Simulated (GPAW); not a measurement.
# CdBr2 (R-3m): G0W0 with GPAW, start to end

Wanted: ground state, empty states, screening and self-energy for CdBr2 (R-3m).

Program: GPAW 26.7.0. Level of theory: LDA and many-body steps on it, plane waves. Values are calculated unless marked as measured.

The raw output is cut from this account; settings, times and results stay.

The database entry behind the starting cell has ideal inner coordinates that were not refined, so it need not match the best structure at room temperature.

## Step 1: Starting point

The structure is trigonal, space group R-3m (No. 166). The conventional cell has a = 3.950 Å, b = 3.950 Å, c = 18.670 Å, α = 90.00°, β = 90.00°, γ = 120.00°. Nearest to Cd lie 6 Br at 2.76 Å. Nearest to Br lie 3 Cd at 2.76 Å. Farther neighbours, and contacts between anions beyond the nearest, are not listed.

The cell and positions come from the Crystallography Open Database and are kept as given unless a step says otherwise.

## Step 2: Ground state

This step: GPAW 26.7.0; DFT, LDA, plane waves, PAW.

The ground-state density comes first.

Input file run.py:

```python
import json
import numpy as np
from gpaw.mpi import world
from ase import Atoms
from gpaw import GPAW, PW, FermiDirac

atoms = Atoms(['Cd', 'Br', 'Br'],
    cell=[[1.9750000000, 1.1402667816, 6.2233333333],
      [-1.9750000000, 1.1402667816, 6.2233333333],
      [0.0000000000, -2.2805335633, 6.2233333333]],
    scaled_positions=[[0.0000000000, 0.0000000000, 0.0000000000],
      [0.2500000000, 0.2500000000, 0.2500000000],
      [0.7500000000, 0.7500000000, 0.7500000000]],
    pbc=(True, True, True))
calc = GPAW(mode=PW(450),
    xc='LDA',
    kpts={'size': (8, 8, 8), 'gamma': True},
    occupations=FermiDirac(0.001),
    nbands=-7,
    convergence={'density': 1e-6, 'bands': -3},
    maxiter=100,
    txt='gs.txt')
atoms.calc = calc
res = {'energy': atoms.get_potential_energy()}
kpts = calc.get_ibz_k_points()
res['kpts'] = kpts
res['eigenvalues'] = [calc.get_eigenvalues(kpt=k) for k in range(len(kpts))]
res['n_electrons'] = calc.get_number_of_electrons()
calc.write('gs.gpw')

if world.rank == 0:
    with open('result.json', 'w') as f:
        json.dump(res, f, default=lambda x: x.tolist())
```

Command:

```console
mpirun -n 4 gpaw python run.py
```

It took 30 s on 4 MPI ranks of Arm Neoverse V1, shared host; peak memory 0.86 GiB; 2 min of CPU time.

Read from the output:

```
total energy               : -8.402 eV
gap                        : 2.555 eV
k of the valence top       : 0.25, 0.125, -0.125
k of the conduction bottom : 0, 0, 0
least direct gap           : 2.734 eV
```

The gap is indirect, with the least direct gap 0.18 eV higher.

## Step 3: Empty states on the mesh, 4×4×4 mesh, 200 bands

The sums over transitions need many empty states on a uniform mesh; this step solves for them.

Input file run.py:

```python
import json
import numpy as np
from gpaw.mpi import world
from gpaw import GPAW

calc = GPAW('gs.gpw').fixed_density(kpts={'size': (4, 4, 4), 'gamma': True},
    parallel={'domain': 1, 'band': 1},
    txt='nscf.txt')
calc.diagonalize_full_hamiltonian(nbands=200)
calc.write('full.gpw', mode='all')
res = {}
kpts = calc.get_ibz_k_points()
res['kpts'] = kpts
res['eigenvalues'] = [calc.get_eigenvalues(kpt=k) for k in range(len(kpts))]
res['n_electrons'] = calc.get_number_of_electrons()

if world.rank == 0:
    with open('result.json', 'w') as f:
        json.dump(res, f, default=lambda x: x.tolist())
```

Command:

```console
mpirun -n 4 gpaw python run.py
```

Elapsed: 42 s, on 4 MPI ranks; peak memory 1.8 GiB.

Read from the output:

- gap: 2.584 eV
- k of the valence top: 0.5, 0.5, 0
- k of the conduction bottom: 0, 0, 0
- least direct gap: 2.734 eV
- k points computed: 13
- lowest point of the top converged band, above the valence top: 92.4631 eV

On this mesh the gap is 2.584 eV.

## Step 4: Screening and self-energy, 4×4×4 mesh, 88 bands, screening to 60 eV

Now the one-shot GW correction: screening in the RPA, then the self-energy of the levels asked for.

This step: G0W0 on LDA, plane waves, PAW.

Input file run.py:

```python
import json
import numpy as np
from gpaw.mpi import world
from gpaw.response.g0w0 import G0W0

gw = G0W0('full.gpw',
    filename='gw',
    kpts=[0, 10],
    bands=(11, 15),
    ecut=60,
    nbands=88,
    integrate_gamma='WS',
    ppa=True)
gw.calculate()
res = {mode: {k: v for k, v in r.items() if k != 'sigma_eskwn'}
       for mode, r in gw.all_results.items()}

if world.rank == 0:
    with open('result.json', 'w') as f:
        json.dump(res, f, default=lambda x: x.tolist())
```

Command:

```console
mpirun -n 4 gpaw python run.py
```

The job ended after 2 min (4 MPI ranks; peak memory 1.8 GiB).

Read from the output:

| Quantity | Value |
| --- | --- |
| G0W0 gap on the mesh | 4.309 eV |
| least direct G0W0 gap on the computed points | 4.453 eV |
| Z at the valence top | 0.8045 |
| Z at the conduction bottom | 0.8343 |
| starting gap on the mesh | 2.584 eV |
| k of the valence top | 0.5, 0.5, 0 |
| k of the conduction bottom | 0, 0, 0 |

The gap on the mesh goes from 2.58 eV to 4.31 eV, a correction of +1.72 eV. The start differs from the 2.56 eV found before because the two sample other k points.

Limits: finite bands, cutoff and mesh; no spin-orbit coupling. v1 is the top filled band, c1 the lowest empty one. The levels before and after the correction (eV, zero at the valence-band top of each column):

```csv
,conduction bottom,valence top
Kohn-Sham,2.58,0.00
G0W0,4.31,0.00
```

```csv
,level,energy (eV)
Kohn-Sham,Γ v2-v1,-0.150
Kohn-Sham,Γ c1,2.584
Kohn-Sham,Γ c2,5.056
Kohn-Sham,(0.5 0.5 0) v2,-0.072
Kohn-Sham,(0.5 0.5 0) v1,0.000
Kohn-Sham,(0.5 0.5 0) c1,3.209
Kohn-Sham,(0.5 0.5 0) c2,5.386
G0W0,Γ v2-v1,-0.145
G0W0,Γ c1,4.309
G0W0,Γ c2,6.575
G0W0,(0.5 0.5 0) v2,-0.061
G0W0,(0.5 0.5 0) v1,0.000
G0W0,(0.5 0.5 0) c1,5.024
G0W0,(0.5 0.5 0) c2,6.924
```

## Step 5: Where the time went

Times are wall times on 4 MPI ranks of Arm Neoverse V1, shared host, good to a factor of about two.

```csv
step,time,share,memory (GiB)
ground state,30 s,16 %,0.86
empty states on the mesh,42 s,22 %,1.8
screening and self-energy,2 min,62 %,1.8
```

## Step 6: Results

| Property | Result |
| --- | --- |
| LDA gap | 2.56 eV, indirect |
| G0W0 gap on the mesh | 4.31 eV |
| G0W0 gap over the zone (rigid shift) | 4.28 eV |
| GW settings | 4×4×4 mesh, 88 bands, screening to 60 eV, Godby-Needs plasmon pole |
| known limits | short of the basis limit; no spin-orbit coupling |

**Reading.** G0W0 moves the gap on the mesh from 2.58 eV to 4.31 eV (+1.72 eV), with Z of 0.80 and 0.83 at the edges. The mesh misses the band edges by 0.03 eV in all; a rigid shift gives 4.28 eV for the zone. The dearest step here is «screening and self-energy». Bands and cutoff are finite, so the gap stands short of the basis limit, usually by up to a few tenths of an eV; the mesh is an error of its own. In this program the long-wavelength screening can come out low in d oxides and layered crystals. The many-body steps are scalar-relativistic: spin-orbit coupling is not in them.

[Long decimals in the printed logs are rounded to 6 places.]

[Logs are printed without paths, hosts, clocks, repeated set-up lines and the standing remarks that a program may print on its own settings, such as how far it seeks lower states.]

[Paths, hosts, dates, memory and timing lines, banners, echoed tables and standing remarks are left out of the program output; an Ansatz launch command may be rebuilt from the run's recorded settings. Measured values are a selection of at most five: reports struck by readers or far from the other reports are left out. None is set beside runs whose start may be inverted or whose files or cutoffs have a known fault.]

[Runs of the session that timed out or met a known fault of the program may be left out.]

[Hosts, paths, dates, database ids (printed as entryN), source tags and the programs' standing remarks are cut or masked in the printed files.]

[Where the starting crystal was built by hand or by swapping elements, it need not be the compound's stable phase.]
